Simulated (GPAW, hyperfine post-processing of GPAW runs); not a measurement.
**25Mg NMR of paramagnetic MgVBr2O**

Wanted: contact shifts and dipolar anisotropies of 25Mg, 17O and 81Br in paramagnetic MgVBr2O at 340 K.

Program: GPAW 26.7.0. Level of theory: DFT, revPBE+U, plane-wave PAW, GPAW setups, collinear spin, scalar-relativistic. Results are calculated unless marked as measured.

### Step 1. The starting structure

The cell holds 10 atoms: 4 Br, 2 V, 2 Mg and 2 O. Its edges and angles: a = 7.958 Å, b = 4.344 Å, c = 7.740 Å, α = 74.0°, β = 75.3°, γ = 90.0°.

Structure file:

```
Br V Mg O
1.0
     7.95794    0.00000    0.00000
     0.00032    4.34448    0.00000
     1.96351    2.12933    7.17713
Br V Mg O
4 2 2 2
Direct
  0.18723 0.87520 0.25465
  0.68723 0.87520 0.25465
  0.31277 0.12480 0.74535
  0.81277 0.12480 0.74535
  0.00000 0.00000 0.00000
  0.50000 0.00000 0.00000
  0.25000 0.50000 0.00000
  0.75000 0.50000 0.00000
  0.00000 0.50000 0.00000
  0.50000 0.50000 0.00000
```

The cell is a computed entry of the Materials Project; it need not be the form that is stable at ambient conditions. The run's cell holds 10 atoms, a multiple of the primitive cell, so that one ion can be reversed against another. The atoms stand as given; the largest force on them is 0.14 eV/Å.

### Step 2. All moments parallel

The hyperfine field is read from the state with all V moments parallel, which stands for the saturated paramagnet. A Hubbard U holds the open shell closer to the ion than the plain functional does, which changes how much spin reaches the ligands. GPAW's U acts on normalised projectors, so its value can't be carried over from other programs one to one.

scf.py

```python
import json
from ase import Atoms
from ase.parallel import parprint
from gpaw import GPAW, PW, FermiDirac, MixerDif

atoms = Atoms(['Br', 'Br', 'Br', 'Br', 'V', 'V', 'Mg', 'Mg', 'O', 'O'],
              cell=[[7.957939, 0.0, 0.0], [0.00032, 4.344478, 0.0], [1.963513, 2.129333, 7.17713]],
              scaled_positions=[[0.187232, 0.875201, 0.25465], [0.687232, 0.875201, 0.25465], [0.312768, 0.124799, 0.74535], [0.812768, 0.124799, 0.74535], [0.0, 0.0, 0.0], [0.5, 0.0, 0.0], [0.25, 0.5, 0.0], [0.75, 0.5, 0.0], [0.0, 0.5, 0.0], [0.5, 0.5, 0.0]],
              magmoms=[0.0, 0.0, 0.0, 0.0, 3.0, 3.0, 0.0, 0.0, 0.0, 0.0], pbc=True)
atoms.calc = GPAW(mode=PW(500), xc='revPBE', kpts={'size': (3, 5, 3), 'gamma': True}, spinpol=True, setups={'V': ':d,3.2'},
                  occupations=FermiDirac(0.02, fixmagmom=True), mixer=MixerDif(0.12, 6, 30),
                  convergence={'density': 1e-5}, maxiter=150, symmetry={'tolerance': 1e-4},
                  legacy_gpaw=True, txt='scf.txt')
parprint('energy', atoms.get_potential_energy())
parprint('moment', atoms.get_magnetic_moment())
parprint('moments', json.dumps(atoms.get_magnetic_moments().round(4).tolist()))
parprint('fermi', json.dumps(list(map(float, atoms.calc.get_fermi_levels()))))
levels = [[e - f for k in range(len(atoms.calc.get_ibz_k_points())) for e in atoms.calc.get_eigenvalues(k, s)] for s, f in enumerate(atoms.calc.get_fermi_levels())]
parprint('gap', min(min(e for e in x if e > 0) + f for x, f in zip(levels, atoms.calc.get_fermi_levels())) - max(max(e for e in x if e <= 0) + f for x, f in zip(levels, atoms.calc.get_fermi_levels())))
parprint('positions', json.dumps(atoms.get_scaled_positions(wrap=False).round(6).tolist()))
parprint('forces', json.dumps(atoms.get_forces().round(4).tolist()))
atoms.calc.write('gs.gpw')
```

A second script reads the saved density on one core and turns GPAW's hyperfine parameters into fields at the nuclei:

contact.py

```python
import numpy as np
from ase import units
from gpaw import GPAW
from gpaw.hyperfine import G_FACTOR_E, alpha, hyperfine_parameters, paw_correction
from gpaw.utilities import unpack_density

calc = GPAW('gs.gpw', legacy_gpaw=True, txt=None)
tesla = units._e / units._hplanck / 7.6225932e6 / 2  # eV per unit g_N to the field at the nucleus
unit = np.pi * alpha**2 * G_FACTOR_E * units._me / units._mp * units.Ha
valence = hyperfine_parameters(calc, exclude_core=True)
print('atom     contact field (T): all, valence')
for a, s in enumerate(calc.get_atoms().symbols):
    args = unpack_density(calc.density.D_asp[a]), calc.wfs.setups[a], calc.hamiltonian.xc
    try:  # the response of the frozen core, atom by atom
        core = (paw_correction(*args, False) - paw_correction(*args, True)) * unit
    except AssertionError:
        core = np.full((3, 3), np.nan)
    print(f'{a + 1:3d} {s:2s} {np.trace(valence[a] + core) / 3 * tesla:11.5f} {np.trace(valence[a]) / 3 * tesla:11.5f}')
```

Command:

```console
> OMP_NUM_THREADS=1 mpirun -n 4 gpaw python scf.py > gpaw.log
> python contact.py
```

Numbers of over 12 decimals in the logs are rounded to 6 here.

What it wrote:

```text
[a pick of lines from scf.txt and the scripts' output, long numbers rounded; set-up, eigenvalues, and the printed gap, site moments, positions and forces are left out]
Symmetries present (total): 2
45 k-points: 3 x 5 x 3 Monkhorst-Pack grid
23 k-points in the irreducible part of the Brillouin zone
  Cutoff energy: 500.000 eV
Occupation numbers: Fixed magnetic moment: 6.000
  width: 0.0200  # eV
XC parameters: revPBE with 2 nearest neighbor stencil
Number of bands in calculation: 60
Number of valence electrons: 86
iter:   1 01:50:19   -47.335338                   +6.0058
iter:   2 01:50:26   -46.399422   -0.33  -1.20    +6.0017
iter:   3 01:50:33   -45.402926   -0.43  -1.30    +6.0003
[... 14 further iterations ...]
iter:  18 01:52:20   -46.136527c  -7.22  -4.65    +6.0000
iter:  19 01:52:28   -46.136527c  -8.09c -4.93    +6.0000
iter:  20 01:52:35   -46.136527c  -8.34c -5.21c   +6.0000
Converged after 20 iterations.
Total magnetic moment: (0.000000, 0.000000, 6.000000)
Local magnetic moments:
Free energy:    -46.136527
Extrapolated:   -46.136527
Fermi levels: 3.15603, 4.09726
energy -46.136527
moment 6.000000
fermi [3.156032, 4.097259]
atom     contact field (T): all, valence
  1 Br     1.15171     1.12658
  2 Br     1.15171     1.12658
  3 Br     1.15171     1.12658
  4 Br     1.15171     1.12658
  5 V    -27.57489    16.22462
  6 V    -27.57489    16.22462
  7 Mg    -0.80804    -0.76460
  8 Mg    -0.80804    -0.76460
  9 O     -0.23468     0.35464
 10 O     -0.23468     0.35464
```

The job ended after 2.6 min (4 MPI ranks of Arm Neoverse V1, shared host).

The cell holds 6.00 μB on 2 V, so S = 1.50. The total moment is held at that value. The contact field is B = (2μ₀/3) μB ρ_s, 7.769 T for 1 e/Å³, and A_iso = γB/(2πS) sums over all ions. The valence part leaves out the polarisation of the frozen cores, which GPAW adds afterwards by solving for the core states in the spin-dependent potential:

| site | atom | atoms in cell | links to V | field (T) | valence part (T) | A_iso (MHz) |
| --- | --- | --- | --- | --- | --- | --- |
| Mg | 7 | 2 | 4 V through links of 90° (4) | -0.808 | -0.765 | 1.41 |
| O | 9 | 2 | bonded to 2 V at 2.17 Å | -0.235 | 0.355 | 0.903 |
| Br | 1 | 4 | bonded to 2 V at 2.70 Å | 1.15 | 1.13 | 8.86 |

### Step 3. Reversing single moments

Above the ordering point the moments are not free: their couplings set the Weiss constant, which scales every shift. Reversing one ion measures these couplings, and shows at once how much of each shift that ion sends.

Edit scf.py of step 2 so:

```diff
@@ -8,3 +8,3 @@
               scaled_positions=[[0.187232, 0.875201, 0.25465], [0.687232, 0.875201, 0.25465], [0.312768, 0.124799, 0.74535], [0.812768, 0.124799, 0.74535], [0.0, 0.0, 0.0], [0.5, 0.0, 0.0], [0.25, 0.5, 0.0], [0.75, 0.5, 0.0], [0.0, 0.5, 0.0], [0.5, 0.5, 0.0]],
-              magmoms=[0.0, 0.0, 0.0, 0.0, 3.0, 3.0, 0.0, 0.0, 0.0, 0.0], pbc=True)
+              magmoms=[0.0, 0.0, 0.0, 0.0, -3.0, 3.0, 0.0, 0.0, 0.0, 0.0], pbc=True)
 atoms.calc = GPAW(mode=PW(500), xc='revPBE', kpts={'size': (3, 5, 3), 'gamma': True}, spinpol=True, setups={'V': ':d,3.2'},
```

What it wrote:

```text
[a pick of lines from scf.txt and the scripts' output, long numbers rounded; set-up, eigenvalues, and the printed gap, site moments, positions and forces are left out]
Symmetries present (total): 2
45 k-points: 3 x 5 x 3 Monkhorst-Pack grid
23 k-points in the irreducible part of the Brillouin zone
  Cutoff energy: 500.000 eV
Occupation numbers: Fixed magnetic moment: 0.000
  width: 0.0200  # eV
XC parameters: revPBE with 2 nearest neighbor stencil
Number of bands in calculation: 56
Number of valence electrons: 86
iter:   1 01:52:55   -47.237534                   +0.0000
iter:   2 01:53:02   -46.401031   -0.26  -1.20    -0.0000
iter:   3 01:53:09   -45.377579   -0.25  -1.30    -0.0000
[... 14 further iterations ...]
iter:  18 01:54:52   -46.122332c  -6.56  -4.64    +0.0000
iter:  19 01:54:59   -46.122332c  -7.70c -4.85    +0.0000
iter:  20 01:55:05   -46.122332c  -7.96c -5.03c   +0.0000
Converged after 20 iterations.
Total magnetic moment: (0.000000, 0.000000, 0.000000)
Local magnetic moments:
Free energy:    -46.122332
Extrapolated:   -46.122332
Fermi levels: 3.24605, 3.24605
energy -46.122332
moment 3.992584027780452e-15
fermi [3.246048, 3.246048]
atom     contact field (T): all, valence
  1 Br    -0.02080    -0.02026
  2 Br     0.02081     0.02026
  3 Br     0.02081     0.02026
[...]
9 O      0.38490    -0.21279
 10 O     -0.38491     0.21279
```

The job ended after 2.5 min (4 MPI ranks).

The parallel state has -46.1365 eV at zero smearing. Each flip reverses one ion with all its periodic images. It gives an energy and, by half the change of the contact field, the share of that set of ions in each shift at 340 K (ppm; atoms of one site can get unlike shares):

| atom reversed | energy (eV) | change (meV) | Mg | O | Br |
| --- | --- | --- | --- | --- | --- |
| V5 | -46.1223 | 14.2 | -1330 | -1020 / 247 | 1860 / 1930 |

In mean-field theory Θ = ΔE (S + 1) / (6 S k_B): Θ = 46 K. Couplings between an ion and its own images are missing, and in this cell images lie no farther than 1.2 times the shortest distance between magnetic ions, so couplings that may matter are lost and this Θ is not relied on. Θ = 0 is used for the shifts.

### Step 4. The ladder of functionals

Spin transfer to the ligands hangs on how far the functional delocalises the open shell, so other levels show how much the fields depend on it.

Contact fields (T) with all moments parallel; times on 4 MPI ranks of Arm Neoverse V1, shared host. The cutoff is 500 eV where none is named; the moment is held in each run.

| level | moment (μB) | time | Mg | O | Br |
| --- | --- | --- | --- | --- | --- |
| revPBE +U V 3.2 eV | 6.00 | 2.6 min | -0.808 | -0.235 | 1.15 |
| revPBE | 6.00 | 2.6 min | -0.463 | -0.239 | 1.46 |
| revPBE +U V 1.9 eV | 6.00 | 2.6 min | -0.723 | -0.245 | 1.23 |
| revPBE +U V 4.5 eV | 6.00 | 2.6 min | -0.845 | -0.217 | 1.11 |
| LDA +U V 3.2 eV | 6.00 | 2.6 min | -0.701 | -1.28 | -0.209 |
| revPBE +U V 3.2 eV, 650 eV | 6.00 | 4 min | -0.807 | -0.266 | 1.16 |

### Step 5. From fields to shifts

The shift is δ = B · g μB (S + 1) / (3 k_B (T − Θ)) with g = 2; at 340 K and Θ = 0 K one tesla gives 3293 ppm. The anisotropy is a sum over point dipoles on the V ions, scaled alike; on atoms bound to V, spin in their own p shell adds an anisotropy that this leaves out.

| site | nucleus | δ_iso (ppm) | with the calculated Θ | reduced anisotropy (ppm) | asymmetry |
| --- | --- | --- | --- | --- | --- |
| Mg | 25Mg | -2660 | -3070 | -1480 | 0.22 |
| O | 17O | -773 | -893 | 3510 | 0.21 |
| Br | 81Br | 3790 | 4380 | -770 | 0.24 |

The reduced anisotropy is δ_zz − δ_iso, with zz the principal value farthest from δ_iso. The Weiss constant adds its own doubt: exchange couplings from semilocal functionals with a U can miss even their sign, and a Θ lower by 100 K would lower every shift by 23 %.

17O MAS at 7.05 T (40.7 MHz), 40 kHz, 340 K; contact and dipolar shift alone, no orbital or quadrupolar part; lines under 1.5 % of the strongest are left out. NMR lines, with heights relative to the strongest:

| position (ppm) | label | intensity |
| --- | --- | --- |
| -3720.5 | O -3 | 4.9 |
| -2737.9 | O -2 | 32 |
| -1755.3 | O -1 | 100 |
| -772.7 | O centre | 56 |
| 209.9 | O +1 | 28 |
| 1192.5 | O +2 | 42 |
| 2175.1 | O +3 | 15 |
| 3157.7 | O +4 | 5.2 |

81Br MAS at 7.05 T (81.3 MHz), 40 kHz, 340 K; contact and dipolar shift alone, no orbital or quadrupolar part; lines under 1.5 % of the strongest are left out. NMR lines, with heights relative to the strongest:

| position (ppm) | label | intensity |
| --- | --- | --- |
| 2808.8 | Br -2 | 5.3 |
| 3300.5 | Br -1 | 15 |
| 3792.3 | Br centre | 100 |
| 4284.0 | Br +1 | 23 |
| 4775.7 | Br +2 | 1.7 |

### Step 6. Outcome

```
spin of V                                    : 1.50
Weiss constant, mean field (rough, not used) : 46 K
25Mg contact shift at 340 K, Θ = 0 K         : -2660 ppm
17O contact shift at 340 K, Θ = 0 K          : -773 ppm
81Br contact shift at 340 K, Θ = 0 K         : 3790 ppm
```

What this shows: At 340 K the V moments shift 25Mg on Mg by -2660 ppm, 17O on O by -773 ppm and 81Br on Br by 3790 ppm, scaled with a pure Curie law. No measured Weiss constant is at hand, and the one from single flips is too rough to scale with, so the shifts are given for a pure Curie law; each 30 K of Θ would move them by about 9 %. The calculated Θ of 46 K would multiply them by 1.16. Over the levels shown, the field at Mg runs from -0.845 T (revPBE +U V 4.5 eV) to -0.463 T (revPBE); among the sites in the table it changes sign at Br. On Br the levels differ even in sign, so neither size nor sign of that shift is settled. The shift of Mg is negative: the spin density at the nucleus is opposite to the V moments, the mark of spin polarisation outweighing delocalisation. All this holds only well above the ordering temperature and the strongest exchange, neither of which is computed. The orbital (chemical) shift and the pseudocontact shift from g anisotropy are not included. GPAW's core response is not screened by the valence electrons and can be too large by up to a factor of two, so sites where total and valence fields differ much are unsure by that part. For anions bound to the magnetic ion the point-dipole anisotropy lacks the spin in their own p orbitals, and their lines are broad and relax fast. On O total and valence fields differ by over a quarter of the total (by up to 2.5 times the total); that core part hangs on the functional and on the program's treatment of the cores, and where it exceeds the total neither size nor sign of the shift is settled. The dipole sum is for a spherical crystallite; bulk susceptibility, which broadens real lines, and quadrupolar couplings are left out.

[Logs are printed without paths, hosts, clocks, repeated set-up lines and the standing remarks that a program may print on its own settings, such as how far it seeks lower states.]

[Hosts, paths, dates, database ids (printed as entryN), source tags and the programs' standing remarks are cut or masked in the printed files.]
